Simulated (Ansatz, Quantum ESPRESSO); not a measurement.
# SrCl2 (Fm-3m): phonons by linear response, part 2 of 4

How does SrCl2 (Fm-3m) vibrate, and is this structure a minimum?

Quantum ESPRESSO 7.5; DFT PBE, scalar-relativistic, plane waves, GBRV ultrasoft pseudopotentials.

So far. Step 2 (A first look): A gap of 5.3 eV opens on this mesh, so the crystal is taken as an insulator; the start stands at 0.96 GPa. Step 4 (Ground state): The cell stands at 0.004 GPa, close enough for phonons. The relaxed cell has a = 7.039 Å (conventional setting).

## (5) Linear response on the mesh

Linear response treats each wavevector in the unit cell, with no supercell; the 2×2×2 mesh fixes the range of the force constants to be had.

Input file ph.in:

```
phonons
 &inputph
    prefix='x',
    outdir='./tmp',
    fildyn='x.dyn',
    tr2_ph=1.0d-18,
    epsil=.true.,
    ldisp=.true.,
    nq1=2,
    nq2=2,
    nq3=2,
 /
```

Command:

```bash
> OMP_NUM_THREADS=1 mpirun -n 4 ph.x -nk 4 -in ph.in > ph.out
```

Numbers of over 12 decimals in the logs are rounded to 6 here.

Output:

```text
[banners, grids, parts of the stress and lines that vanish by symmetry left out]
[banner, memory and clock lines left out]
Program PHONON v.7.5

[...]
Exchange-correlation= PBE
                           (   1   4   3   4   0   0   0)
[...]
(   3 q-points):
[...]
kinetic-energy cut-off    =      40.0000  Ry
     charge density cut-off    =     240.0000  Ry
     convergence threshold     =      1.0E-18
[...]
Exchange-correlation= PBE
                           (   1   4   3   4   0   0   0)
[...]
q = (   0.0000000   0.0000000   0.0000000 )
     49 Sym.Ops. (with q -> -q+G )
     G cutoff =  537.8628  (  36853 G-vectors)     FFT grid: ( 48, 48, 48)
     G cutoff =  358.5752  (  20107 G-vectors)  smooth grid: ( 40, 40, 40)
     number of k points=    16
[...]
Mode symmetry, O_h (m-3m)  point group:
[...]
Dielectric constant
[...]
End of electric fields calculation
          Dielectric constant in cartesian axis
          (       2.880697920      -0.000000000       0.000000000 )
          (      -0.000000000       2.880697920      -0.000000000 )
          (       0.000000000      -0.000000000       2.880697920 )
          Effective charges (d Force / dE) in cartesian axis without acoustic sum rule applied (asr)
           atom    1  Sr    Mean Z*:        2.49648
      Ex  (        2.49648       -0.00000       -0.00000 )
      Ey  (        0.00000        2.49648        0.00000 )
      Ez  (       -0.00000        0.00000        2.49648 )
           atom    2  Cl    Mean Z*:       -1.24944
      Ex  (       -1.24944        0.00000       -0.00000 )
      Ey  (        0.00000       -1.24944       -0.00000 )
      Ez  (       -0.00000        0.00000       -1.24944 )
           atom    3  Cl    Mean Z*:       -1.24944
      Ex  (       -1.24944        0.00000       -0.00000 )
      Ey  (        0.00000       -1.24944        0.00000 )
      Ez  (       -0.00000        0.00000       -1.24944 )
          Effective charges Sum: Mean:       -0.00239
[...]
Effective charges (d Force / dE) in cartesian axis with asr applied:
           atom    1  Sr    Mean Z*:        2.49728
[...]
atom    2  Cl    Mean Z*:       -1.24864
[...]
atom    3  Cl    Mean Z*:       -1.24864
[...]
Representation #   1 modes #   1   2   3
[...]
End of self-consistent calculation
     Convergence has been achieved
     Representation #   2 modes #   4   5   6
[...]
End of self-consistent calculation
     Convergence has been achieved
     Representation #   3 modes #   7   8   9
[...]
End of self-consistent calculation
     Convergence has been achieved
[...]
Dielectric constant in cartesian axis
          (       2.880697920      -0.000000000       0.000000000 )
          (      -0.000000000       2.880697920      -0.000000000 )
          (       0.000000000      -0.000000000       2.880697920 )
          Effective charges (d Force / dE) in cartesian axis without acoustic sum rule applied (asr)
           atom    1  Sr    Mean Z*:        2.49648
      Ex  (        2.49648       -0.00000       -0.00000 )
      Ey  (        0.00000        2.49648        0.00000 )
      Ez  (       -0.00000        0.00000        2.49648 )
           atom    2  Cl    Mean Z*:       -1.24944
      Ex  (       -1.24944        0.00000       -0.00000 )
      Ey  (        0.00000       -1.24944       -0.00000 )
      Ez  (       -0.00000        0.00000       -1.24944 )
           atom    3  Cl    Mean Z*:       -1.24944
      Ex  (       -1.24944        0.00000       -0.00000 )
      Ey  (        0.00000       -1.24944        0.00000 )
      Ez  (       -0.00000        0.00000       -1.24944 )
          Effective charges Sum: Mean:       -0.00239
[...]
Effective charges (d Force / dE) in cartesian axis with asr applied:
           atom    1  Sr    Mean Z*:        2.49728
[...]
atom    2  Cl    Mean Z*:       -1.24864
[...]
atom    3  Cl    Mean Z*:       -1.24864
[...]
Effective charges (d P / du) in cartesian axis
[...]
q = (    0.000000000   0.000000000   0.000000000 )
[...]
freq (    1) =       0.067921 [THz] =       2.265601 [cm-1]
     freq (    2) =       0.067921 [THz] =       2.265601 [cm-1]
     freq (    3) =       0.067921 [THz] =       2.265601 [cm-1]
     freq (    4) =       3.771794 [THz] =     125.813498 [cm-1]
     freq (    5) =       3.771794 [THz] =     125.813498 [cm-1]
     freq (    6) =       3.771794 [THz] =     125.813498 [cm-1]
     freq (    7) =       5.126396 [THz] =     170.998156 [cm-1]
     freq (    8) =       5.126396 [THz] =     170.998156 [cm-1]
     freq (    9) =       5.126396 [THz] =     170.998156 [cm-1]
[...]
Mode symmetry, O_h (m-3m)  point group:
     freq (   1-   3) =          2.3  [cm-1]   --> T_1u G_15  G_4- I
     freq (   4-   6) =        125.8  [cm-1]   --> T_1u G_15  G_4- I
     freq (   7-   9) =        171.0  [cm-1]   --> T_2g G_25' G_5+ R
[...]
Mode symmetry, D_3d (-3m)  point group:
[...]
Representation #   1 mode #   1
[...]
End of self-consistent calculation
     Convergence has been achieved
     Representation #   2 modes #   2   3
[...]
Convergence has been achieved
     Representation #   3 mode #   4
[...]
Convergence has been achieved
     Representation #   4 mode #   5
[...]
Convergence has been achieved
     Representation #   5 modes #   6   7
[...]
Convergence has been achieved
     Representation #   6 modes #   8   9
[...]
Convergence has been achieved
[...]
q = (    0.353553391  -0.353553391   0.353553391 )
[...]
freq (    1) =       1.932943 [THz] =      64.476039 [cm-1]
     freq (    2) =       1.932943 [THz] =      64.476039 [cm-1]
     freq (    3) =       3.582138 [THz] =     119.487270 [cm-1]
     freq (    4) =       4.365639 [THz] =     145.622043 [cm-1]
     freq (    5) =       4.365639 [THz] =     145.622043 [cm-1]
[...]
Mode symmetry, D_3d (-3m)  point group:
     freq (   1-   2) =         64.5  [cm-1]   --> E_u  L_3'
     freq (   3-   3) =        119.5  [cm-1]   --> A_2u L_2'
     freq (   4-   5) =        145.6  [cm-1]   --> E_u  L_3'
     freq (   6-   7) =        146.6  [cm-1]   --> E_g  L_3
     freq (   8-   8) =        160.9  [cm-1]   --> A_2u L_2'
     freq (   9-   9) =        169.3  [cm-1]   --> A_1g L_1
[...]
Mode symmetry, D_4h(4/mmm) point group:
[...]
Representation #   1 mode #   1
[...]
Convergence has been achieved
     Representation #   2 modes #   2   3
[...]
Convergence has been achieved
     Representation #   3 mode #   4
[...]
Convergence has been achieved
     Representation #   4 mode #   5
[...]
Convergence has been achieved
     Representation #   5 modes #   6   7
[...]
End of self-consistent calculation
     Convergence has been achieved
     Representation #   6 modes #   8   9
[...]
End of self-consistent calculation
     Convergence has been achieved
[...]
q = (    0.000000000  -0.707106781   0.000000000 )
[...]
freq (    2) =       2.256716 [THz] =      75.275948 [cm-1]
     freq (    3) =       2.256716 [THz] =      75.275948 [cm-1]
     freq (    4) =       2.692151 [THz] =      89.800500 [cm-1]
     freq (    5) =       2.692151 [THz] =      89.800500 [cm-1]
     freq (    6) =       4.357222 [THz] =     145.341275 [cm-1]
     freq (    7) =       5.331203 [THz] =     177.829775 [cm-1]
     freq (    8) =       5.331203 [THz] =     177.829775 [cm-1]
     freq (    9) =       6.024786 [THz] =     200.965218 [cm-1]
[...]
Mode symmetry, D_4h(4/mmm) point group:
     freq (   1-   1) =         61.7  [cm-1]   --> B_1u X_2' M_2'
     freq (   2-   3) =         75.3  [cm-1]   --> E_u  X_5' M_5'
     freq (   4-   5) =         89.8  [cm-1]   --> E_g  X_5  M_5
     freq (   6-   6) =        145.3  [cm-1]   --> A_2u X_4' M_4'
     freq (   7-   8) =        177.8  [cm-1]   --> E_u  X_5' M_5'
     freq (   9-   9) =        201.0  [cm-1]   --> A_1g X_1  M_1
```

It took 10 min on 4 MPI ranks of Arm Neoverse V1, shared host; 40 min of CPU time.

Numbers from this step:

```
miss of the charge sum rule                                        : 0.002400 e
largest acoustic frequency at the zone centre before the sum rule  : 2.27 cm⁻¹
highest optical zone-centre mode (no LO-TO term)                   : 171 cm⁻¹
lowest optical zone-centre mode                                    : 125.8 cm⁻¹
mean high-frequency dielectric constant                            : 2.881
largest Born charge in size (third of the trace)                   : 2.497 e
lowest mode on the q mesh (acoustic ones at the zone centre apart) : 61.73 cm⁻¹
```

Frequencies (cm⁻¹) at each irreducible wavevector; negative means imaginary. Frequencies by wavevector:

```
q (fractions)  star  mode 1  mode 2  mode 3  mode 4  mode 5  mode 6  mode 7  mode 8  mode 9
        0 0 0     1    2.27    2.27    2.27   125.8   125.8   125.8     171     171     171
     0 0 -0.5     4   64.48   64.48   119.5   145.6   145.6   146.6   146.6   160.9   169.3
  0 -0.5 -0.5     3   61.73   75.28   75.28    89.8    89.8   145.3   177.8   177.8     201
```

Born charge (rows field, columns displacement), before the sum rule (e), principal values of the symmetric part by kind of site:

```
atom  atoms with these values    low  middle   high   mean
 Sr1                        1   2.50    2.50   2.50   2.50
 Cl2                        2  -1.25   -1.25  -1.25  -1.25
```

In full for Cl2:

```
-1.25  0.00  0.00
 0.00 -1.25  0.00
 0.00  0.00 -1.25
```

High-frequency dielectric tensor:

```
2.88 0.00 0.00
0.00 2.88 0.00
0.00 0.00 2.88
```

The acoustic modes at Γ come out as far as 2.3 cm⁻¹ from zero, where they should vanish, a small numerical error; the Born charges miss their sum rule by 0.0024 e, which is good.

## (6) Force constants in real space

The dynamical matrices of the mesh are Fourier-transformed to force constants in real space, after the long-range dipole part is taken out.

Input file q2r.in:

```
 &input
    fildyn='x.dyn',
    zasr='simple',
    flfrc='x.fc',
 /
```

Command:

```bash
> q2r.x < q2r.in > q2r.out
```

Output:

```text
[banners, grids, parts of the stress and lines that vanish by symmetry left out]
[banner, memory and clock lines left out]
Program Q2R v.7.5

  reading grid info from file x.dyn0

  reading force constants from file x.dyn1
 macroscopic fields = T
   2.88070  -0.00000   0.00000
  -0.00000   2.88070  -0.00000
[...]
na=            1
[...]
na=            2
[...]
na=            3
[...]
0.00000  -1.24944   0.00000
  -0.00000   0.00000  -1.24944
  alpha Ewald:    2.241095
  nqs=            1
 q=   0.00000000  0.00000000  0.00000000
  reading force constants from file x.dyn2
  alpha Ewald:    2.241095
  nqs=            4
 q=   0.35355339 -0.35355339  0.35355339
[...]
reading force constants from file x.dyn3
  alpha Ewald:    2.241095
  nqs=            3
[...]
q=  -0.70710678  0.00000000  0.00000000
 q=   0.00000000  0.00000000  0.70710678

      q-space grid ok, #points =    8

      fft-check warning: sum of imaginary terms = 3.812207E-09
```

It took 0.49 s on 1 thread.

## (7) Dispersion

From the force constants any wavevector is cheap; points of the mesh come back as solved, but for the sum rule and, in polar crystals, the LO-TO term at Γ; the rest is interpolation.

Input file matdyn.in:

```
 &input
    asr='simple',
    flfrc='x.fc',
    flfrq='x.freq',
    flvec='x.modes',
    q_in_band_form=.true.,
    q_in_cryst_coord=.true.,
 /
8
  0.0000000   0.0000000   0.0000000  12  ! GAMMA
 -0.0000000   0.5000000   0.5000000  12  ! X
 -0.0000000   0.6250000   0.3750000   1  ! U
 -0.3750000   0.3750000  -0.0000000  12  ! K
  0.0000000   0.0000000   0.0000000  12  ! GAMMA
 -0.0000000   0.5000000  -0.0000000  12  ! L
 -0.2500000   0.5000000   0.2500000  12  ! W
 -0.0000000   0.5000000   0.5000000   1  ! X
```

Command:

```bash
> matdyn.x -in matdyn.in > matdyn.out
```

Output:

```text
[banner, memory and clock lines left out]
Program MATDYN v.7.5

 mass for atomic type   1 not given; uses mass from file x.fc
 mass for atomic type   2 not given; uses mass from file x.fc
```

Run time: 0.6 s. Hardware: 1 thread.

Numbers from this step:

```
lowest frequency on the path : 0 cm⁻¹
```

Matdyn.x, sum rule simple. The phonon branches at the labelled points (cm⁻¹):

```
    point  branch 1  branch 2  branch 3  branch 4  branch 5  branch 6  branch 7  branch 8  branch 9
        Γ         0         0         0       126       126       171       171       171       217
  halfway        45        45        99       112       112       131       176       176       211
        X        62        75        75        90        90       145       178       178       201
  halfway        65        75        82        94        95       141       176       177       199
        U        74        75        97       105       107       130       171       175       195
jump to K        74        75        97       105       107       130       171       175       195
  halfway        52        61        90       112       142       150       156       176       196
        Γ         0         0         0       126       126       171       171       171       217
  halfway        48        48        75       130       130       164       164       165       199
        L        64        64       119       146       146       147       147       161       169
  halfway        71        85       102       113       121       146       149       180       183
        W        78        80        82       111       111       145       145       189       189
  halfway        68        78        86        88       108       137       169       181       198
        X        62        75        75        90        90       145       178       178       201
```

The phonon branches as a text plot (rows in cm⁻¹):

```
    212 |********                  ********
    203 |        *******         **        **                  **
    194 |               ****   **            *             ****
    185 |                   ***               **     *********
    176 |  *************************            *  ****       ***
    167 |***              ***     ************   ****        *
    158 |   *                *  ***          ******         *
    149 |    *       *        ***               ************    *
    140 |     *    ** ***    *****             ** **       *  **
    131 |      *  *      ******   ***    ******     *       **
    122 |*****   *          *     *******        *** **     *
    113 |     ***         **** ***              *   ******** *
    104 |       ***      ******                *      ***  *  *
     95 |      *   ** ****     *              *        *    *  **
     86 |     *   *  *  *       *            *        ***********
     77 |          ***********   *          *        * **********
     68 |    *    ***  ***   ***  *        *     ******      ***
     59 |        *   **        **             ***               *
     50 |   *   *               ****      * **
     41 |     **                 *       * *
     32 |  * *                    ***     *
     23 | * *                      **   **
     14 |  *                        ***
      5 |**                          ***
         Γ           X  U|K            Γ         L        W     X
```

All branches are real along the path.

## (8) Sums over the zone

Sums over the zone need many more wavevectors than were solved, so the interpolation is sampled on a dense mesh.

Input file matdyn.in:

```
 &input
    asr='simple',
    flfrc='x.fc',
    dos=.true.,
    fldos='x.dos',
    nk1=11,
    nk2=11,
    nk3=11,
    deltaE=1.0,
 /
```

Command:

```bash
> matdyn.x -in matdyn.in > matdyn.out
```

Output:

```text
[banner, memory and clock lines left out]
Program MATDYN v.7.5

 mass for atomic type   1 not given; uses mass from file x.fc
 mass for atomic type   2 not given; uses mass from file x.fc
```

Run time: 2.3 s. Hardware: 1 thread.

Numbers from this step:

```yaml
share_of_modes_beyond_3i_cm_minus1_on_the_dense_interpolated_mesh: 0
zero_point_energy_per_atom: 23.4 meV
heat_capacity_at_300_k: 24.11 J/(mol atoms K)
vibrational_entropy_at_300_k: 39.82 J/(mol atoms K)
```

The phonon density of states has structure finer than the step of the table below, so its rows give means over 10 cm⁻¹, whole bins alone (the curve runs from 0 to 217 cm⁻¹). Peaks (cm⁻¹: height): total 72.0: 0.0893, 104.0: 0.0844, 118.0: 0.0966, 133.0: 0.0743, 177.0: 0.121, 189.0: 0.0599; Cl 80.0: 0.0356, 118.0: 0.0489, 177.0: 0.117, 189.0: 0.0551; Sr 72.0: 0.0643, 105.0: 0.0385, 117.0: 0.0482, 130.0: 0.0278.

Tetrahedra. Table of phonon density of states by wavenumber; means over each step; values in 1/cm⁻¹/cell:

```
wavenumber (cm⁻¹)    total       Cl       Sr
               10   2.0e-4   8.5e-5   1.1e-4
               20  0.00185   7.8e-4  0.00107
               30  0.00507  0.00203  0.00304
               40   0.0102  0.00379  0.00643
               50   0.0191  0.00633   0.0128
               60   0.0387   0.0105   0.0282
               70   0.0807   0.0222   0.0585
               80   0.0600   0.0285   0.0315
               90   0.0303   0.0207  0.00964
              100   0.0636   0.0374   0.0262
              110   0.0713   0.0409   0.0304
              120   0.0763   0.0423   0.0339
              130   0.0694   0.0443   0.0251
              140   0.0523   0.0414   0.0109
              150   0.0311   0.0293  0.00189
              160   0.0490   0.0467  0.00227
              170   0.0714   0.0694  0.00202
              180   0.0799   0.0770  0.00282
              190   0.0488   0.0444  0.00440
              200   0.0305   0.0252  0.00533
              210  0.00908  0.00578  0.00330
```

Harmonic thermodynamic functions per atom, summed over the density of states scaled to three modes an atom; melting is ignored. Thermodynamic functions:

```
T (K)  F_vib (meV/atom)  S (J/mol-atom/K)  C_V (J/mol-atom/K)
    0              23.4                 0                   0
   50              22.6             5.144               10.22
  100             17.23              15.4               18.87
  200             -7.04             30.21               23.14
  300            -43.64             39.82               24.11
  400             -88.7             46.81               24.47
  500            -140.2             52.29               24.64
  600            -196.8              56.8               24.73
  700            -257.6             60.61               24.79
  800            -322.2             63.92               24.82
  900              -390             66.85               24.85
 1000            -460.7             69.47               24.87
```

At 300 K the heat capacity has reached 97 % of the Dulong-Petit value.

## (9) Zone-centre analysis

A rigid shift of the crystal must cost nothing, but grids and finite bases break this; the acoustic sum rule is imposed before the matrix is diagonalised again. With Born charges the intensities follow, and the static dielectric tensor.

Input file dynmat.in:

```
 &input
    fildyn='x.dyn1',
    asr='simple',
    fileig='dynmat.eig',
    lperm=.true.,
 /
```

Command:

```bash
> dynmat.x -in dynmat.in > dynmat.out
```

Output:

```text
[banner, memory and clock lines left out]
Program DYNMAT v.7.5

     Reading Dynamical Matrix from file x.dyn1
     ...Force constants read
     ...epsilon and Z* read
     A direction for q was not specified:TO-LO splitting will be absent

     Polarizability (A^3 units)
     multiply by 0.614666 for Clausius-Mossotti correction
        13.050512   -0.000000    0.000000
        -0.000000   13.050512   -0.000000
         0.000000   -0.000000   13.050512

     IR activities are in (D/A)^2/amu units

# mode   [cm-1]    [THz]      IR
    1     -0.00   -0.0000    0.0000
    2      0.00    0.0000    0.0000
    3      0.00    0.0000    0.0000
    4    125.80    3.7715    3.6714
    5    125.80    3.7715    3.6714
    6    125.80    3.7715    3.6714
    7    171.02    5.1272    0.0000
    8    171.02    5.1272    0.0000
    9    171.02    5.1272    0.0000

Electronic dielectric permittivity tensor (relative, adimensional)
         2.880698   -0.000000    0.000000
        -0.000000    2.880698   -0.000000
         0.000000   -0.000000    2.880698

 ... with zone-center polar mode contributions
         8.554630    0.000000   -0.000000
         0.000000    8.554630    0.000000
        -0.000000    0.000000    8.554630

[end of the log left out, with the tail of the file of modes that dynmat.x writes under the same name]
```

Wall time 0.47 s (1 thread).

Read from the output:

| Quantity | Value |
| --- | --- |
| highest optical zone-centre mode (no LO-TO term) | 171.0 cm⁻¹ |
| mean static dielectric constant | 8.555 |

Unit eigenvectors of the mass-weighted matrix after the sum rule; no LO-TO term. The modes at Γ (shares of kinetic energy by element, %):

```
mode  frequency (cm⁻¹)  symmetry  Sr %  Cl %
   1               0.0  acoustic    55    45
   2               0.0  acoustic    55    45
   3               0.0  acoustic    55    45
   4             125.8       T1u    45    55
   5             125.8       T1u    45    55
   6             125.8       T1u    45    55
   7             171.0       T2g     0   100
   8             171.0       T2g     0   100
   9             171.0       T2g     0   100
```

Displacements in mode 5 (125.8 cm⁻¹), the largest set to 1:
```
Sr1  0.13  0.81 -0.42
Cl2 -0.16 -1.00  0.52
Cl3 -0.16 -1.00  0.52
```

Displacements in mode 7 (171.0 cm⁻¹), the largest set to 1:
```
Sr1  0.00  0.00  0.00
Cl2  0.03  1.00 -0.39
Cl3 -0.03 -1.00  0.39
```

Degenerate modes summed, no LO-TO term. Infrared lines, with heights relative to the strongest:

```
position (cm⁻¹)  lines merged  label  IR intensity, relative
            126             3    T1u                     100
            171             3    T2g                     0.0
```

Static dielectric tensor (ions relaxed, fixed cell):

```
8.55 0.00 0.00
0.00 8.55 0.00
0.00 0.00 8.55
```

The rule moves no optical mode by more than 0.1 cm⁻¹.

[end of part 2 of 4]

[Host names and launcher messages were left out of these logs when they were recorded.]

[Logs are printed without paths, hosts, clocks, repeated set-up lines and the standing remarks that a program may print on its own settings, such as how far it seeks lower states.]

[Hosts, paths, dates, database ids (printed as entryN), source tags and the programs' standing remarks are cut or masked in the printed files.]
